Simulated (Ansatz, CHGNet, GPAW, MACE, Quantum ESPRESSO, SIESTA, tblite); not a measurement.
## Random packing of 64AlN-36Al2O3 (mol %) (86 atoms) in GPAW

How do the settings of GPAW change the result for random packing of 64AlN-36Al2O3 (mol %) (86 atoms)? A plane-wave run serves as the yardstick.

Calculated with GPAW 26.7.0; the method is named at each step.

## 1. Starting point

The cell holds 86 atoms: 38 Al, 18 N and 30 O. Its edges and angles: a = 9.738 Å, b = 9.738 Å, c = 9.738 Å, α = 90.0°, β = 90.0°, γ = 90.0°. 86 atoms (38 Al, 18 N, 30 O) packed at random in a cube at 3.16 g/cm³ and pushed apart as soft spheres, cations and anions kept from their own kind; a start for melting by ab initio MD, not an equilibrated structure. Then every atom was moved at random, 0.03 Å r.m.s. a Cartesian component.

The yardstick, on the same geometry:

| Property | Result |
| --- | --- |
| method | Kohn-Sham DFT, PBE, PAW, plane waves (Ansatz 0.2.0); cutoff 420 eV, Γ point, fermi-dirac smearing of 0.05 eV; PAW set soft_2 |
| r.m.s. force component | 1.796 eV/Å |
| longest force | 6.263 eV/Å |
| pressure | 4.911 GPa |
| SCF cycles | 11 |
| time | 8.7 s on 4 threads of Arm Neoverse V2, shared host |
| CPU time | 31 s |

## 2. PBE, LCAO dzp, h 0.18 Å

Method: Kohn-Sham DFT, PBE, PAW, atomic orbitals (dzp).

File run.py:

```python
import numpy as np
from ase.io import read
from gpaw import GPAW, FermiDirac

atoms = read("structure.xyz")
atoms.calc = GPAW(
    mode="lcao",
    basis="dzp",
    h=0.18,
    xc="PBE",
    kpts={"size": (1, 1, 1), "gamma": True},
    occupations=FermiDirac(0.05),
    maxiter=200,
    symmetry={"point_group": False},
    txt="gpaw.txt",
)
energy = atoms.get_potential_energy(force_consistent=True)
forces = atoms.get_forces()
print(f"energy {energy:.6f} eV")
print("forces (eV/A)")
for i, (a, f) in enumerate(zip(atoms, forces)):
    print(f"{i:4d} {a.symbol:2s} {f[0]:10.5f} {f[1]:10.5f} {f[2]:10.5f}")
print(f"Fermi level {atoms.calc.get_fermi_level():.4f} eV")
for k in range(len(atoms.calc.get_ibz_k_points())):
    for s in range(atoms.calc.get_number_of_spins()):
        e = atoms.calc.get_eigenvalues(kpt=k, spin=s)
        n = np.searchsorted(e, atoms.calc.get_fermi_level())
        print(f"k {k} spin {s} levels about the Fermi level:", np.round(e[max(n - 6, 0):n], 4).tolist(), "|", np.round(e[n:n + 6], 4).tolist())
```

File structure.xyz:

```xyz
86
Lattice="9.73820 0.00000 0.00000 0.00000 9.73820 0.00000 0.00000 0.00000 9.73820" Properties=species:S:1:pos:R:3 pbc="T T T"
Al 9.64491 2.62191 2.62328
Al 0.44601 5.40519 4.59049
Al 8.71540 4.38482 7.35517
Al 8.26238 8.65745 5.15297
Al 5.53363 6.30996 6.65401
Al 4.56838 2.10209 5.04478
Al 0.48116 4.61951 0.46831
Al 2.80022 8.45285 3.49971
Al 2.26102 3.35510 6.95122
Al 2.73984 4.36018 3.32443
Al 7.30190 6.78626 3.93842
Al 8.26910 5.75722 1.46521
Al 7.18231 7.04403 8.43503
Al 6.79025 8.61753 2.31905
Al 1.96137 7.47680 1.20199
Al 6.47678 3.60099 1.01540
Al 8.29276 1.98727 7.81578
Al 2.06898 5.20906 8.45597
Al 6.29906 2.31195 3.34449
Al 4.28120 8.88017 1.58538
Al 1.18251 1.78530 9.11525
Al 1.86370 9.16472 9.10668
Al 4.05216 9.72418 7.38146
Al 6.48944 0.24657 7.32605
Al 2.16120 7.59940 7.22574
Al 6.23878 4.64356 8.50427
Al 8.67829 8.43708 0.25524
Al 5.93047 9.32559 4.59419
Al 4.77785 1.63650 1.55441
Al 8.63106 1.22604 4.34596
Al 1.71587 0.23751 1.93362
Al 9.46183 7.58060 7.08814
Al 7.70905 1.42226 0.31834
Al 1.90937 0.72102 6.41699
Al 7.54487 4.47246 3.36007
Al 2.89312 3.05575 0.80379
Al 9.13950 9.36270 2.52570
Al 3.84639 5.92336 1.85240
N 1.68159 3.59661 9.18264
N 4.44481 3.46417 3.67997
N 6.59997 2.79720 8.40514
N 4.81778 0.78626 3.70587
N 2.28409 7.31436 9.08827
N 3.31722 8.68949 5.77943
N 2.60808 0.93740 0.41193
N 7.89846 2.71482 1.82728
N 7.36724 0.68177 5.73044
N 3.29784 6.14812 7.25058
N 0.53482 8.68297 1.27337
N 5.29174 1.55996 6.63016
N 4.95022 4.49223 1.62803
N 4.63538 3.81913 6.36498
N 4.77873 7.94949 7.50825
N 4.44442 3.13726 9.42073
N 0.89221 6.57027 5.97351
N 6.67573 9.42453 9.36396
[... 26 atom lines left out ...]
O 9.41148 1.04023 1.16858
O 7.38730 7.55645 6.30558
O 0.49275 2.13257 5.09483
O 4.73471 5.34355 8.95340
```

Started as:

```sh
> OMP_NUM_THREADS=1 python run.py > output.txt
```

The log of the run:

```text
energy -449.489621 eV
forces (eV/A)
   0 Al    0.48779    0.43391   -0.08103
   1 Al    0.22758   -0.61772    1.10069
   2 Al   -0.25862    1.63223   -1.99460
   3 Al    1.55730    1.24455    0.94042
   4 Al   -2.49909   -0.50331   -2.92503
   5 Al   -2.63540    1.25642    1.54942
   6 Al   -0.54002    1.02466    0.27446
   7 Al    0.74359   -2.20800    5.75018
   8 Al    1.93048   -0.69188   -2.16431
   9 Al    0.04263   -1.47562    2.47895
  10 Al   -2.28375   -0.97714    0.87824
  11 Al    0.46589    3.44970    0.37785
  12 Al   -2.73670    2.08470    1.55812
  13 Al   -0.27274   -0.57926   -1.87299
  14 Al   -3.45797   -3.93165   -0.66958
  15 Al   -0.79122    0.97043   -1.30669
  16 Al    0.32074   -2.96986   -2.30731
  17 Al    2.34107    5.50430    0.60690
  18 Al    0.33079   -1.01669    1.05949
  19 Al    0.26832   -1.90727   -2.06344
  20 Al   -0.75931    0.47704   -0.95042
  21 Al    0.65512    0.30124    0.94688
  22 Al    1.33615   -0.62632    0.23971
  23 Al    1.26571   -0.91806    2.17287
[...]
78 O     0.59692    2.71727   -2.69252
  79 O    -0.61352    0.68148   -0.21104
  80 O     0.34431   -3.53106    3.76070
  81 O    -2.14238   -0.93656    4.23520
  82 O     0.73500    2.50481   -0.58059
  83 O     2.64699    0.54894    1.62269
  84 O    -1.16231   -1.39159   -1.11072
  85 O     0.93324    0.18768   -0.78691
Fermi level 6.8539 eV
k 0 spin 0 levels about the Fermi level: [6.5871, 6.5999, 6.6612, 6.6886, 6.7728, 6.8368] | [6.8847, 6.9149, 7.0031, 7.0561, 7.1423, 7.2218]
```

gpaw.txt:

```text
Input parameters:
  mode=LCAO(),
  basis={'default': 'dzp'},
  h=0.18,
  kpts=MonkhorstPack(size=(1, 1, 1), gamma=True),
  maxiter=200,
  occupations=Occupations(name='fermi-dirac', width=0.05, fixmagmom=False),
  symmetry=Symmetry(point_group=False),
  xc=XC(name='PBE')
Unit cell  # Å
| periodic |        x |        y |        z |  lengths |    angles |
|----------|----------|----------|----------|----------|-----------|
|      yes | 9.738200 | 0.000000 | 0.000000 | 9.738200 | 90.000000 |
|      yes | 0.000000 | 9.738200 | 0.000000 | 9.738200 | 90.000000 |
|      yes | 0.000000 | 0.000000 | 9.738200 | 9.738200 | 90.000000 |
Number of symmetries: 1
Symmetry operations  # r_c * U_cc + t_c -> r_c
|   | kind |            matrix            |
|---|------|------------------------------|
| 0 |  E   |  1, 0, 0,  0, 1, 0,  0, 0, 1 |
BZ-sampling:
  Number of BZ points: 1
  Number of IBZ points: 1
  Monkhorst-Pack size: [1, 1, 1]
  Monkhorst-Pack shift: [0, 0, 0]
[... lines left out ...]
  Fermi-Dirac:
[... lines left out ...]
    Stencil: 6*3+1=19 point O(h^6) finite-difference Laplacian
xc functional:
  name: PBE with 2 nearest neighbor stencil
interpolation: tri-quintic # 5. degree polynomial
Initialization done in: 9.557 s
convergence criteria:
- Maximum [total energy] change in last 3 cyles: 0.0005 eV / valence electron
- Maximum integral of absolute [dens]ity change: 0.0001 electrons / valence electron
- Maximum integral of absolute [eigenst]ate change: 4e-08 eV^2 / valence electron
maximum number of iterations: 200
SCF iterations
|iter     |      energy | eigst |  dens |
|---------|-------------|-------|-------|
|iter:   1| -497.595153 |      c|       |
|iter:   2| -478.976989 |      c| -0.73 |
|iter:   3| -471.753530 |      c| -0.82 |
|iter:   4| -456.436050 |      c| -1.00 |
[...]
|iter:  10| -449.472914 |      c| -1.66 |
|iter:  11| -449.444557 |      c| -2.00 |
|iter:  12| -449.383952c|      c| -2.11 |
|iter:  13| -449.355955c|      c| -2.33 |
|iter:  14| -449.351009c|      c| -2.53 |
[...]
|iter:  24| -449.341777c|      c| -3.81 |
|iter:  25| -449.341606c|      c| -3.91 |
|iter:  26| -449.341645c|      c| -4.03c|
Converged in 26 steps
SCF loop duration: 656.395 s (25.246 s/step)
Energy contributions relative to reference atoms: (reference = -338826.640176)
Energy contributions:
  Kinetic:         543.866121
  Coulomb:        -425.978091
  Zero:              8.084057
  External:          0.000000
  Xc:             -575.165756
  Entropy:          -0.295951
  Spinorbit:         0.000000
  ----------------------------
  Free energy:    -449.489621
  Extrapolated:   -449.341645
dipole moment: (-46.136924, 44.247086, 0.232789)  # |e|*Ang
Fermi level: 6.854
Eigenvalues  # (at kpt = [0.000, 0.000, 0.000])
| band index |      eig [eV] | occ [0-2] |
|------------|---------------|-----------|
|          0 |       -13.610 |     2.000 |
|        ... |               |           |
|        184 |         6.479 |     1.999 |
|        185 |         6.516 |     1.998 |
[...]
|        199 |         7.312 |     0.000 |
|        ... |               |           |
|        234 |        10.990 |     0.000 |
Gap: 0.048 eV
Transition (v -> c):
  (s=0, k=0, n=191, [0.00, 0.00, 0.00]) -> (s=0, k=0, n=192, [0.00, 0.00, 0.00])
No difference between direct/indirect transitions
Force computation time: 62.268  # s
timing:  # [seconds]
  Total:  728.251  # ━━━━━━━━━━━━━━━━━━━━━━━━━━━━━━━━━━━━━━━━━━━━━━━━━━━━━━━━
  Init:     9.556  # ╸
  SCF:    656.395  # ━━━━━━━━━━━━━━━━━━━━━━━━━━━━━━━━━━━━━━━━━━━━━━━━━━╸
  Forces:  62.268  # ━━━━━
```

It took 12 min on 1 thread of Arm Neoverse V2, shared host; peak memory 1.9 GiB.

Banners, paths, timers and routine set-up lines are dropped from the logs unmarked, and long logs keep their key lines alone; longer cuts are marked.

Compared with the plane-wave run:

```yaml
r_m_s_force_component: 1.731 eV/Å
r_m_s_difference_of_force_components: 221.5 meV/Å
longest_difference_of_force_vectors: 742.9 meV/Å
force_difference_over_r_m_s_force: 12.33 %
slope_of_forces_against_the_reference_s: 0.9565
correlation_of_force_components: 0.9928
```

Length of the force difference by element (eV/Å):

```
element  atoms  mean  most
     Al     38  0.37  0.74
      N     18  0.26  0.43
      O     30  0.38  0.68
```

A closer look about Al20, picked at random: 12 atoms, nearest first, numbered in the order of the input, with positions taken from that point.

```csv
atom,x,y,z,distance (Å),Fx,Fy,Fz (eV/Å)
Al20,0.00,0.00,0.00,0.00,0.27,-1.91,-2.06
O67,-0.11,0.18,-1.83,1.84,-0.90,1.23,0.64
O75,0.66,-1.64,0.88,1.98,0.11,3.64,-0.50
Al8,-1.48,-0.43,1.91,2.46,0.74,-2.21,5.75
Al29,0.50,2.49,-0.03,2.54,-2.03,-0.78,-0.16
O61,1.27,-1.48,-1.72,2.60,-0.03,-0.24,-2.55
Al14,2.51,-0.26,0.73,2.63,-0.27,-0.58,-1.87
N45,-1.67,1.80,-1.17,2.72,-2.56,-0.21,-0.25
O65,2.14,1.60,0.53,2.73,0.67,-0.03,-2.74
N42,0.54,1.64,2.12,2.74,1.03,-0.33,-0.66
Al15,-2.32,-1.40,-0.38,2.74,-3.46,-3.93,-0.67
Al31,-2.57,1.10,0.35,2.81,0.23,3.14,0.96
```

Atoms are counted from 1 here, from 0 in the log.

Forces lie 12 % from the reference's, at 23 times its CPU time (on 1 against 4 cores).

The forces add up to 0.55 eV/Å instead of zero, usually a sign of too coarse a grid.

## 3. PBE, LCAO dzp, h 0.18 Å, other mixer settings

Method: Kohn-Sham DFT, PBE, PAW, atomic orbitals (dzp).

run.py, as its differences from that of step 2:

```diff
@@ -2,3 +2,4 @@
 from ase.io import read
-from gpaw import GPAW, FermiDirac
+from gpaw import GPAW, FermiDirac, Mixer
+from ase.parallel import parprint as print
 
@@ -12,2 +13,3 @@
     occupations=FermiDirac(0.05),
+    mixer=Mixer(0.1, 5, 50),
     maxiter=200,
```

structure.xyz is that of step 2.

Started as:

```sh
> OMP_NUM_THREADS=1 mpirun -np 2 gpaw python run.py > output.txt
```

The log of the run:

```text
energy -449.489624 eV
forces (eV/A)
   0 Al    0.48956    0.43439   -0.07862
   1 Al    0.22740   -0.61606    1.10002
   2 Al   -0.25743    1.63367   -1.99677
   3 Al    1.55833    1.24415    0.93983
   4 Al   -2.49899   -0.50569   -2.92556
   5 Al   -2.63529    1.25715    1.54949
[...]
83 O     2.65094    0.54626    1.62113
  84 O    -1.15863   -1.38040   -1.11145
  85 O     0.93752    0.19450   -0.78879
Fermi level 6.8540 eV
k 0 spin 0 levels about the Fermi level: [6.5871, 6.5999, 6.6613, 6.6885, 6.7729, 6.8367] | [6.8848, 6.9148, 7.0031, 7.0562, 7.1422, 7.2217]
```

gpaw.txt:

```text
Input parameters:
  mode=LCAO(),
  basis={'default': 'dzp'},
  h=0.18,
  kpts=MonkhorstPack(size=(1, 1, 1), gamma=True),
  maxiter=200,
[... lines left out ...]
  occupations=Occupations(name='fermi-dirac', width=0.05, fixmagmom=False),
[... lines left out ...]
  Fermi-Dirac:
[... lines left out ...]
convergence criteria:
- Maximum [total energy] change in last 3 cyles: 0.0005 eV / valence electron
[... lines left out ...]
Converged in 41 steps
[... lines left out ...]
  Free energy:    -449.489624
[... lines left out ...]
Fermi level: 6.854
[... lines left out ...]
|        ... |               |           |
|        184 |         6.479 |     1.999 |
|        185 |         6.516 |     1.998 |
[...]
|        199 |         7.313 |     0.000 |
|        ... |               |           |
|        234 |        10.990 |     0.000 |
Gap: 0.048 eV
Transition (v -> c):
  (s=0, k=0, n=191, [0.00, 0.00, 0.00]) -> (s=0, k=0, n=192, [0.00, 0.00, 0.00])
No difference between direct/indirect transitions
Force computation time: 31.595  # s
```

Elapsed: 9.9 min, on 2 MPI ranks; peak memory 2.1 GiB.

Compared with the plane-wave run:

| Item | Value |
| --- | --- |
| r.m.s. force component | 1.732 eV/Å |
| r.m.s. difference of force components | 221.5 meV/Å |
| longest difference of force vectors | 744.4 meV/Å |
| force difference over r.m.s. force | 12.33 % |
| slope of forces against the reference's | 0.957 |
| correlation of force components | 0.9928 |
| energy less the same-level run's | 0 meV/atom |
| r.m.s. force difference from the same-level run | 3.896 meV/Å |

Against the first run (12 %), the force difference from the reference is 12 %, at 1.6 times the CPU time (on 2 against 1 cores) (41 SCF steps against 26): another solver or mixer reaches the same state.

The forces add up to 0.56 eV/Å instead of zero, usually a sign of too coarse a grid.

## 4. PBE, LCAO sz(dzp), h 0.18 Å

Method: Kohn-Sham DFT, PBE, PAW, atomic orbitals (sz(dzp)).

run.py, as its differences from that of step 3:

```diff
@@ -2,4 +2,3 @@
 from ase.io import read
-from gpaw import GPAW, FermiDirac, Mixer
-from ase.parallel import parprint as print
+from gpaw import GPAW, FermiDirac
 
@@ -8,3 +7,3 @@
     mode="lcao",
-    basis="dzp",
+    basis="sz(dzp)",
     h=0.18,
@@ -13,3 +12,2 @@
     occupations=FermiDirac(0.05),
-    mixer=Mixer(0.1, 5, 50),
     maxiter=200,
```

structure.xyz is that of step 3.

Started as:

```sh
> OMP_NUM_THREADS=1 python run.py > output.txt
```

The log of the run:

```text
energy -368.180139 eV
forces (eV/A)
   0 Al    0.80921    0.85751   -0.39704
   1 Al    0.36695    0.17559    0.35929
   2 Al   -0.19415    1.30130   -2.53847
   3 Al    2.53886    1.36274    0.75616
   4 Al   -3.52652   -0.92556   -3.89164
   5 Al   -3.22487    1.46887    1.75739
[...]
83 O     2.12176    0.17058    2.16320
  84 O    -0.28007   -0.99787   -0.57193
  85 O    -0.80697    0.74308    0.14246
Fermi level 7.9288 eV
k 0 spin 0 levels about the Fermi level: [7.5978, 7.6435, 7.7241, 7.7663, 7.8624, 7.921] | [7.9699, 7.985, 8.0183, 8.1037, 8.1889, 8.2707]
```

gpaw.txt:

```text
Input parameters:
  mode=LCAO(),
  basis={'default': 'sz(dzp)'},
  h=0.18,
  kpts=MonkhorstPack(size=(1, 1, 1), gamma=True),
  maxiter=200,
  occupations=Occupations(name='fermi-dirac', width=0.05, fixmagmom=False),
[... lines left out ...]
  Fermi-Dirac:
[... lines left out ...]
convergence criteria:
- Maximum [total energy] change in last 3 cyles: 0.0005 eV / valence electron
[... lines left out ...]
Converged in 27 steps
[... lines left out ...]
  Free energy:    -368.180139
[... lines left out ...]
Fermi level: 7.929
[... lines left out ...]
|        ... |               |           |
|        234 |        12.149 |     0.000 |
Gap: 0.049 eV
Transition (v -> c):
  (s=0, k=0, n=191, [0.00, 0.00, 0.00]) -> (s=0, k=0, n=192, [0.00, 0.00, 0.00])
No difference between direct/indirect transitions
Force computation time: 11.360  # s
timing:  # [seconds]
  Total:  162.617  # ━━━━━━━━━━━━━━━━━━━━━━━━━━━━━━━━━━━━━━━━━━━━━━━━━━━━━━━━
  Init:     6.913  # ━━╸
  SCF:    144.314  # ━━━━━━━━━━━━━━━━━━━━━━━━━━━━━━━━━━━━━━━━━━━━━━━━━╸
  Forces:  11.360  # ━━━━
```

Wall time 2.7 min (1 thread); peak memory 1.4 GiB.

Numbers from this run, and their distance from the reference:

* r.m.s. force component: 1.842 eV/Å
* r.m.s. difference of force components: 720.9 meV/Å
* longest difference of force vectors: 2718 meV/Å
* force difference over r.m.s. force: 40.13 %
* slope of forces against the reference's: 0.945
* correlation of force components: 0.9218

This is a coarse setting, run to see what it loses.

Against the first run (12 %), the force difference from the reference is 40 %, at 0.22 times the CPU time, with 344 basis functions against 1118: the smaller basis costs accuracy.

The forces add up to 0.54 eV/Å instead of zero, usually a sign of too coarse a grid.

## 5. PBE, grid h 0.2 Å

Method: Kohn-Sham DFT, PBE, PAW, finite differences on a real-space grid.

run.py, as its differences from that of step 4:

```diff
@@ -3,2 +3,3 @@
 from gpaw import GPAW, FermiDirac
+from ase.parallel import parprint as print
 
@@ -6,5 +7,4 @@
 atoms.calc = GPAW(
-    mode="lcao",
-    basis="sz(dzp)",
-    h=0.18,
+    mode="fd",
+    h=0.2,
     xc="PBE",
@@ -14,2 +14,3 @@
     symmetry={"point_group": False},
+    nbands=230,
     txt="gpaw.txt",
```

structure.xyz is that of step 4.

Started as:

```sh
> OMP_NUM_THREADS=1 mpirun -np 2 gpaw python run.py > output.txt
```

The log of the run:

```text
energy -481.237629 eV
forces (eV/A)
   0 Al    0.16934    0.33140   -0.20376
   1 Al    0.31106   -0.96136    1.58626
   2 Al   -0.23856    1.88451   -1.94078
   3 Al    1.25430    1.16595    1.20167
   4 Al   -2.45895   -0.20439   -3.04504
   5 Al   -2.58909    1.18754    1.46238
[...]
83 O     2.88721    0.63956    1.50109
  84 O    -1.37113   -1.56400   -1.22240
  85 O     1.32693    0.00215   -0.92651
Fermi level 6.7691 eV
k 0 spin 0 levels about the Fermi level: [6.508, 6.5235, 6.5788, 6.6034, 6.6851, 6.7492] | [6.8013, 6.8308, 6.9273, 6.9727, 7.0584, 7.1404]
```

gpaw.txt:

```text
Input parameters:
  mode=FD(),
  h=0.2,
  kpts=MonkhorstPack(size=(1, 1, 1), gamma=True),
  maxiter=200,
  nbands=230,
  occupations=Occupations(name='fermi-dirac', width=0.05, fixmagmom=False),
[... lines left out ...]
  Converge bands: occupied
[... lines left out ...]
  Fermi-Dirac:
[... lines left out ...]
convergence criteria:
- Maximum [total energy] change in last 3 cyles: 0.0005 eV / valence electron
[... lines left out ...]
Converged in 31 steps
[... lines left out ...]
  Free energy:    -481.237629
[... lines left out ...]
Fermi level: 6.769
[... lines left out ...]
|        ... |               |           |
|        184 |         6.395 |     1.999 |
|        185 |         6.432 |     1.998 |
[...]
|        199 |         7.229 |     0.000 |
|        ... |               |           |
|        229 |        10.389 |     0.000 |
Gap: 0.052 eV
Transition (v -> c):
  (s=0, k=0, n=191, [0.00, 0.00, 0.00]) -> (s=0, k=0, n=192, [0.00, 0.00, 0.00])
No difference between direct/indirect transitions
Force computation time: 3.282  # s
```

It took 3.6 min on 2 MPI ranks; peak memory 1.6 GiB.

Numbers from this run, and their distance from the reference:

| Property | Result |
| --- | --- |
| r.m.s. force component | 1.792 eV/Å |
| r.m.s. difference of force components | 96.61 meV/Å |
| longest difference of force vectors | 570.1 meV/Å |
| force difference over r.m.s. force | 5.378 % |
| slope of forces against the reference's | 0.9959 |
| correlation of force components | 0.9986 |

Against the first run (12 %), the force difference from the reference is 5.4 %, at 0.59 times the CPU time (on 2 against 1 cores).

The difference per atom is largest on N (0.29 eV/Å on average, against 0.10 on O). The forces add up to 1.2 eV/Å instead of zero, usually a sign of too coarse a grid.

[end of part 1 of 2]

[Also dropped from logs without a mark: logging warnings of Python, and SIESTA's first energy breakdown and zero terms.]

[Logs are printed without paths, hosts, clocks, repeated set-up lines and the standing remarks that a program may print on its own settings, such as how far it seeks lower states.]

[Hosts, paths, dates, database ids (printed as entryN), source tags and the programs' standing remarks are cut or masked in the printed files.]
